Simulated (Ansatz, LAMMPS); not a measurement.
## Li+ triflate in gamma-butyrolactone and sulfolane and fluoroethylene carbonate, from a frame at 330 K (233 atoms): geometry optimisation

Aim: bring Li+ triflate in gamma-butyrolactone and sulfolane and fluoroethylene carbonate, from a frame at 330 K (233 atoms) to a nearby minimum of the energy and see what moves.

Method: Kohn-Sham DFT, revPBE+D4, PAW (set soft_2), plane waves, in Ansatz 0.2.0.

**1. The structure**

The cell holds 233 atoms: 45 O, 9 S, 65 C, 101 H, 11 F and 2 Li. Cell: a = 13.799 Å, b = 13.799 Å, c = 13.799 Å, α = 90.0°, β = 90.0°, γ = 90.0°. 5 gamma-butyrolactone, 7 sulfolane, 5 fluoroethylene carbonate, 2 Li+, 2 triflate placed at random, at 1.34 g/cm³; overlaps pushed apart, then 10 ps at 550 K with Joung-Cheatham ions (J. Phys. Chem. B 112, 9020 (2008)); MMFF94 bonds, angles, torsions, charges and radii (Halgren, J. Comput. Chem. 17, 490 (1996)) in harmonic and 12-6 forms; charges of ions scaled by 0.8. Snapshot after 30 ps at 330 K and fixed volume.

What the set-up can't give: The network of contacts between molecules at the start is that of the classical potential that made the cell. The density was typed from a rule of thumb and may lie off the real one at this temperature. Only the Γ point is sampled, in a cell whose shortest periodic width is 14 Å.

**2. The classical run that made the cell**

A classical potential makes the cell, at a small fraction of what the same run would cost in DFT.

This step: classical MD, Joung-Cheatham ions (J. Phys. Chem. B 112, 9020 (2008)); MMFF94 bonds, angles, torsions, charges and radii (Halgren, J. Comput. Chem. 17, 490 (1996)) in harmonic and 12-6 forms; charges of ions scaled by 0.8 (LAMMPS 22 Jul 2025 - Update 4).

Contents of in.lmp:

```
# Li+ triflate in gamma-butyrolactone and sulfolane and fluoroethylene carbonate
units real
atom_style full
boundary p p p
bond_style harmonic
angle_style harmonic
dihedral_style opls
improper_style harmonic
special_bonds lj 0 0 0.5 coul 0 0 0.75
read_data data.lmp
neigh_modify delay 0 every 1 check yes one 4000
comm_modify cutoff 12.0
timestep 0.5
thermo_style custom step time temp pe press density
thermo_modify norm yes
# push overlapping molecules apart
pair_style soft 2.6
pair_coeff * * 0.0
variable a equal ramp(1,60)
fix ad all adapt 1 pair soft a * * v_a
velocity all create 550 48921 mom yes dist gaussian
fix lim all nve/limit 0.03
fix lan all langevin 550 550 50 48922 zero yes
thermo 1000
run 3000 post no
unfix ad
pair_style lj/cut/coul/long 9.0
pair_modify mix arithmetic tail yes
pair_coeff 1 1 0.0763 3.0960   # O
pair_coeff 2 2 0.2681 3.4180   # S
pair_coeff 3 3 0.0678 3.3680   # C
pair_coeff 4 4 0.0216 2.5400   # H
pair_coeff 5 5 0.0763 2.9870   # O
pair_coeff 6 6 0.0678 3.4070   # C
# [... 21 lines left out ...]
compute msd all msd com yes
thermo 7500
fix md all nvt temp 330 330 100
run 30000 post no
print "== T330: mean square displacement over the hold $(c_msd[4]:%.2f) A^2"
unfix md
uncompute msd
write_dump all custom T330.dump id type xs ys zs modify sort id
```

Command:

```sh
lmp -in in.lmp -log none -nocite
```

Numbers of over 12 decimals in the logs are rounded to 6 here.

What it wrote:

```text
LAMMPS (22 Jul 2025 - Update 4)
Reading data file ...
  orthogonal box = (0 0 0) to (13.79879 13.79879 13.79879)
  233 atoms
  orthogonal box = (0 0 0) to (13.79879 13.79879 13.79879)
  229 bonds
  429 angles
  540 dihedrals
  10 impropers
   Step          Time           Temp          PotEng         Press         Density
         0   0              550            0.47515324    -591.17629      1.336
      1000   500            513.91204      1.7745558      11146.928      1.336
      2000   1000           514.59941      1.9437542      16034.75       1.336
      3000   1500           490.60417      1.7474775      18871.175      1.336
Loop time of 0.345596 s on 1 MPI rank(s) for 3000 steps with 233 atoms
PPPM initialization ...
WARNING: System is not charge neutral, net charge = -0.00016
  G vector (1/distance) = 0.293978
  grid = 8 8 8
  estimated relative force accuracy = 4.1599873e-05
   Step          Time           Temp          PotEng         Press         Density
[... 14 lines left out ...]
      2000   1000           543.3947      -0.37530907     4218.0905      1.336
Loop time of 0.978695 s on 1 MPI rank(s) for 2000 steps with 233 atoms
   Step          Time           Temp          PotEng         Press         Density
      2000   1000           543.3947      -0.37530907     4218.0905      1.336
[... 5 lines left out ...]
Loop time of 5.23266 s on 1 MPI rank(s) for 10000 steps with 233 atoms
   Step          Time           Temp          PotEng         Press         Density
[... 4 lines left out ...]
Loop time of 2.56429 s on 1 MPI rank(s) for 5000 steps with 233 atoms
   Step          Time           Temp          PotEng         Press         Density
[... 2 lines left out ...]
     30000   29000          348.56509     -0.91776499    -803.02628      1.336
     37500   36500          316.50111     -1.0508941      5215.4357      1.336
     45000   44000          314.52595     -1.0274721     -269.22693      1.336
     47000   46000          327.27736     -0.92413855     3534.1268      1.336
Loop time of 15.1708 s on 1 MPI rank(s) for 30000 steps with 233 atoms
== T330: mean square displacement over the hold 5.86 A^2
```

The job ended after 25 s (1 thread of AMD EPYC 9R45, shared host; peak memory 0.12 GiB).

The input also reads data.lmp (atoms, bonds and types; not printed here).

**3. Single point at the start**

The forces at the start show how far the geometry lies from a minimum of this functional.

Contents of input.yaml:

```yaml
crystal:
  lattice:
    - [13.79879, 0.0, 0.0]
    - [0.0, 13.79879, 0.0]
    - [0.0, 0.0, 13.79879]
  atoms:
    - { symbol: O, position: [0.50609, 0.44211, 0.18968] }
    - { symbol: S, position: [0.41708, 0.49073, 0.17168] }
    - { symbol: O, position: [0.41281, 0.5936, 0.15569] }
    - { symbol: C, position: [0.37126, 0.4437, 0.06705] }
    - { symbol: C, position: [0.26524, 0.41533, 0.101] }
    - { symbol: C, position: [0.26706, 0.38236, 0.20504] }
    - { symbol: C, position: [0.33216, 0.45501, 0.25769] }
    - { symbol: H, position: [0.36867, 0.49082, 0.00595] }
    - { symbol: H, position: [0.41605, 0.38221, 0.03986] }
    - { symbol: H, position: [0.21956, 0.47778, 0.10835] }
    - { symbol: H, position: [0.23135, 0.36307, 0.0568] }
    - { symbol: H, position: [0.19894, 0.37933, 0.24002] }
    - { symbol: H, position: [0.29916, 0.31393, 0.21065] }
    - { symbol: H, position: [0.29347, 0.5221, 0.26954] }
    - { symbol: H, position: [0.36853, 0.42686, 0.31729] }
    - { symbol: O, position: [0.01878, 0.16012, 0.38331] }
    - { symbol: S, position: [0.93873, 0.09658, 0.40661] }
    - { symbol: O, position: [0.94668, 0.9895, 0.40061] }
    - { symbol: C, position: [0.90587, 0.12328, 0.52577] }
    - { symbol: C, position: [0.83924, 0.2066, 0.51408] }
    - { symbol: C, position: [0.76924, 0.18197, 0.43037] }
    - { symbol: C, position: [0.82989, 0.13505, 0.35295] }
    - { symbol: H, position: [0.88018, 0.05492, 0.56021] }
    - { symbol: H, position: [0.9739, 0.13939, 0.56359] }
    - { symbol: H, position: [0.79888, 0.22582, 0.57768] }
    - { symbol: H, position: [0.8861, 0.26273, 0.48719] }
    - { symbol: H, position: [0.71997, 0.12842, 0.46031] }
    - { symbol: H, position: [0.724, 0.24275, 0.41321] }
    - { symbol: H, position: [0.79952, 0.0673, 0.33069] }
    - { symbol: H, position: [0.85758, 0.17957, 0.28935] }
    - { symbol: O, position: [0.64261, 0.31181, 0.58247] }
    - { symbol: S, position: [0.59945, 0.34534, 0.67451] }
    [... 195 atom lines left out ...]
    - { symbol: C, position: [0.16243, 0.68571, 0.22356] }
    - { symbol: F, position: [0.16251, 0.61571, 0.15693] }
    - { symbol: F, position: [0.08613, 0.67325, 0.27698] }
    - { symbol: F, position: [0.24004, 0.67528, 0.28182] }
    - { symbol: Li, position: [0.20153, 0.91284, 0.38471] }
    - { symbol: Li, position: [0.10376, 0.27443, 0.35094] }
kpoints:
  mp_grid: { grid: [1, 1, 1] }
hamiltonian:
  xc: revpbe
  dispersion: d4
scf:
  occupations: { method: fermi_dirac, width: 0.025 }
output:
  forces: true
  stress: true
  populations: true
  dos:
    method: { smearing: { sigma: 0.08 } }
    de: 0.1
    projected: { site_lists: { C: [C], F: [F], H: [H], Li: [Li], O: [O] } }
  eigenvalues: true
```

Command:

```sh
ansatz run input.yaml --threads 4 --pin off --max-ram 8192MiB --backend cpu --events-out ev --progress --plain --runs-dir out
```

What it wrote:

```text
Engine: ansatz 0.2.0, x86_64-unknown-linux-gnu
Pseudopotentials: kind: paw
Pseudopotential: O, paw, valence charge 6, recommended cutoff 420 eV (normal), O.paw.azcp
Pseudopotential: S, paw, valence charge 6, recommended cutoff 420 eV (normal), S.paw.azcp
Pseudopotential: C, paw, valence charge 4, recommended cutoff 420 eV (normal), C.paw.azcp
Pseudopotential: H, paw, valence charge 1, recommended cutoff 420 eV (normal), H.paw.azcp
Pseudopotential: F, paw, valence charge 7, recommended cutoff 420 eV (normal), F.paw.azcp
Pseudopotential: Li, paw, valence charge 3, recommended cutoff 420 eV (normal), Li.paw.azcp
[... 5 lines on functional and potentials left out ...]
Crystal: 233 atoms, lattice volume = 2627.381 Å³
Basis set: ecut = 420 eV, 51435 PW (Γ), exchange–correlation on 192×192×192 points (8 copies of the dense FFT grid, shifted against one another)
Bands: 617, of which v1, the nominal top of the filled ones, is band 384 counted from 1 (383 counted from 0)
Symmetry: 1 space group operations
Space group: P1 (ITA 1), of the structure as read, at distance tolerance 1.4e-4 Å
k-points: 1
[... 17 lines on functional and potentials left out ...]
Initial density: superposition of atomic densities (neutral atoms: chi_scale 0, normalization atom), corrected by the library's trained network
Initial wavefunctions: pseudopotential atomic-orbital guess
Functional: x = revpbe(κ = 1.245, μ = 0.219515), c = pbe(β = 0.066725)
SCF iter   1: F=—  HF=-61045.162226 eV  |F-HF|=—  |Δ(HF+E_count)|=         —  Δρ=7.62e-3  dr2=1.68e0  ethr=1.77e-3  ⟨swp⟩=7.0  Hψ=2949  notcnv=0  defer=84
preconditioner: auto → Resta (q_TF=auto, 2.223 Å⁻¹)  ε∞=2.5  [insulator: Δε(μ)=4.025 eV  Ē_g=16.161 eV  σ=0.025 eV  W_gap=1.00  n_scr=460 (ndim 8)  ℏωp=19.6 eV  f_vac=0.274  D(μ)=0.00/eV (n_scr^D=0)  ε∞_Penn≈2.5]
SCF iter   2: F=—  HF=-61044.800095 eV  |F-HF|=—  |Δ(HF+E_count)|=   3.62e-1  Δρ=4.02e-3  dr2=3.53e-1  ethr=2.19e-4  ⟨swp⟩=2.0  Hψ=1060  notcnv=0  defer=228
SCF iter   3: F=—  HF=-61044.783066 eV  |F-HF|=—  |Δ(HF+E_count)|=   1.70e-2  Δρ=1.72e-3  dr2=1.08e-1  ethr=4.60e-5  ⟨swp⟩=2.0  Hψ=760  notcnv=0  defer=228
SCF iter   4: F=—  HF=-61044.771816 eV  |F-HF|=—  |Δ(HF+E_count)|=   1.13e-2  Δρ=6.56e-4  dr2=1.31e-2  ethr=1.40e-5  ⟨swp⟩=2.0  Hψ=738  notcnv=0  defer=228
SCF iter   5: F=—  HF=-61044.769437 eV  |F-HF|=—  |Δ(HF+E_count)|=   2.38e-3  Δρ=4.12e-4  dr2=4.40e-3  ethr=1.71e-6  ⟨swp⟩=2.0  Hψ=1074  notcnv=0  defer=228
SCF iter   6: F=—  HF=-61044.768200 eV  |F-HF|=—  |Δ(HF+E_count)|=   1.24e-3  Δρ=1.25e-4  dr2=4.52e-4  ethr=5.73e-7  ⟨swp⟩=2.0  Hψ=759  notcnv=0  defer=228
SCF iter   7: F=—  HF=-61044.767914 eV  |F-HF|=—  |Δ(HF+E_count)|=   2.86e-4  Δρ=4.65e-5  dr2=5.77e-5  ethr=5.88e-8  ⟨swp⟩=2.0  Hψ=768  notcnv=0  defer=228
SCF iter   8: F=—  HF=-61044.771737 eV  |F-HF|=—  |Δ(HF+E_count)|=   3.82e-3  Δρ=2.36e-5  dr2=1.34e-5  ethr=7.51e-9  ⟨swp⟩=2.0  Hψ=772  notcnv=0  defer=228
SCF iter   9: F=—  HF=-61044.771730 eV  |F-HF|=—  |Δ(HF+E_count)|=   6.48e-6  Δρ=7.80e-6  dr2=1.46e-6  ethr=1.74e-9  ⟨swp⟩=2.0  Hψ=974  notcnv=0  defer=228
SCF iter  10: F=—  HF=-61044.771730 eV  |F-HF|=—  |Δ(HF+E_count)|=   4.98e-7  Δρ=4.28e-6  dr2=4.19e-7  ethr=1.90e-10  ⟨swp⟩=2.0  Hψ=771  notcnv=0  defer=228
SCF iter  11: F=-61044.771730 eV  HF=-61044.771730 eV  |F-HF|=1.59e-8  |Δ(HF+E_count)|=   1.34e-7  Δρ=1.05e-6  dr2=2.91e-8  ethr=1.30e-11  ⟨swp⟩=12.0  Hψ=4083  notcnv=0
SCF 1 converged in 11 iterations: F = -61044.771730 eV  dr2 = 2.91e-8
  greatest PAW one-centre occupation: 1.000 electrons in one spin orbital (limit 2), on the Li atom at site 232 (counted from 0), in its partial waves of l = 0
SCF converged after 11 iterations
Free energy (F): -61044.771730 eV
Harris-Foulkes:  -61044.771730 eV  (|F-HF|=1.59e-8)
Internal energy: -61044.771730 eV  (E = F + TS)
E sigma→0 (E₀):  -61044.771730 eV
Fermi energy:    2.007377 eV
--- Per-component energies (eV) ---
  E_band       = -6403.168517
  E_kinetic    = 18684.382762
  E_local      = -69642.171772  (includes V_loc(G=0)·N_el)
  E_nonlocal   = 5017.246526
  E_hartree    = 26843.217978
  E_xc         = -9182.829459
  E_vxc        = -11256.244408  (∫ρ·V_xc dr)
  E_paw        = -21426.189789  (= ΣΔE_a)
  E_vpaw       = -2892.804793  (= ΣTr[D̂ρ^β])
  E_aug_tail   = -0.008539  (compensation charges beyond the density's cutoff)
  E_ewald      = -11305.335107
  E_disp       = -31.198743  (pairwise vdW)
  E_core_change = -1.885587  (= ΣΔE_core)
  E_smearing   = -0.000000  (= −TS)
  E_closure    = 0.000000  (closes the sum)
  Σ components = -61044.771730   (vs F -61044.771730, Δ=0.00e0)
--- Forces (eV/Å), atoms counted from 1 ---
  atom   1  O      2.90019932    -1.11901759     1.06662192
  atom   2  S      0.09476731     1.09393728    -1.05739283
  atom   3  O      0.37641934     1.99861160     0.54152256
  atom   4  C     -2.14494203    -2.77391326    -0.95597768
  atom   5  C      0.57645271     0.44965880     0.15028823
  atom   6  C      1.45092399     0.70635926     0.00237944
  atom   7  C     -1.64240851     0.33289577    -1.23761714
  atom   8  H     -0.00195544     1.13350850    -0.36758728
  atom   9  H     -0.57366897     0.04273439     0.62186435
  atom  10  H     -0.24295900     0.86992629    -0.95135305
  atom  11  H     -0.51683316    -0.82923122    -1.06539697
  atom  12  H     -1.29171609     0.01582506     0.20575644
  atom  13  H      0.68641765    -1.69431080     0.18331753
  atom  14  H     -0.21831284     0.17127246     0.67130459
[...]
atom 232  Li    -0.27125198    -0.01249578     0.07272909
  atom 233  Li    -0.31328755    -0.56411798    -0.04299585
  max |Σ_I F_I| component: 1.24e-4 eV/Å
--- Stress (GPa, compression-positive) ---
        3.799534      -0.377279       1.066875
       -0.377278       3.693838       0.248279
        1.066874       0.248278       4.009797
  P = ⅓ Tr σ = 3.8344 GPa (38.344 kbar)
--- Band table (eV) ---
  k-point 0: bands = ["-43.0313", "-42.9240", "-27.7833", "-27.2761", [... 601 levels ...], "11.5742", "11.6009", "11.6101", "11.6299", "11.6665", "11.6905", "11.7315", "11.7481", "11.7556", "11.7943", "11.8045", "11.8439"]
--- Löwdin populations: 233 sites ---
  site symbol       q [e]
     0      O      6.7878
     1      S      3.8031
     2      O      6.7821
[...]
232     Li      2.2524
  spilling = 0.015612 (of n_electrons = 768.000000)
```

Wall time 25 s (4 threads of AMD EPYC 9R45, shared host); peak memory 4.3 GiB; 96 s of CPU time.

Read from the output:

```
free energy                                      : -61044.7717 eV
free energy per atom                             : -261.9947 eV/atom
SCF cycles                                       : 11
pressure                                         : 3.834 GPa
r.m.s. force component                           : 1.073 eV/Å
longest force                                    : 4.674 eV/Å
Fermi energy                                     : 2.007 eV
gap (highest filled to lowest empty level) : 3.988 eV
spilling of the projection                       : 0.01561
```

The r.m.s. force component of 1.1 eV/Å and the pressure of 3.8 GPa set the starting point.

Neighbours are counted within 1.34 Å (H-C), 1.82 Å (C-C), 1.73 Å (C-O), 1.62 Å (C-F), 2.21 Å (C-S), 1.88 Å (O-S), 2.43 Å (O-Li).

Length of the force by element and coordination:

```
element  coordination  atoms  mean length of the force (eV/Å)  spread  least   most
      C           all     65                             2.34    1.02  0.479   4.64
      C             3     10                             2.59    1.22   1.04   4.45
      C             4     55                             2.29   0.971  0.479   4.64
      F           all     11                             1.32   0.748  0.392   3.18
      H           all    101                             1.04   0.606  0.247   3.59
     Li           all      2                            0.464   0.183  0.281  0.647
      O           all     45                             1.61   0.936  0.180   4.67
      O             1     22                             1.44   0.784  0.180   3.50
      O             2     23                             1.78    1.03  0.445   4.67
      S           all      9                             2.14    1.05   0.46   4.21
```

(Continued in part 2 of 3.)

[Logs are printed without paths, hosts, clocks, repeated set-up lines and the standing remarks that a program may print on its own settings, such as how far it seeks lower states.]

[Hosts, paths, dates, database ids (printed as entryN), source tags and the programs' standing remarks are cut or masked in the printed files.]

[The MMFF94 radii named for the starting cell were scaled by 0.96; in molecules described by MMFF94, hydrogen bound to N, O or S took a small fixed 12-6 site in their place.]
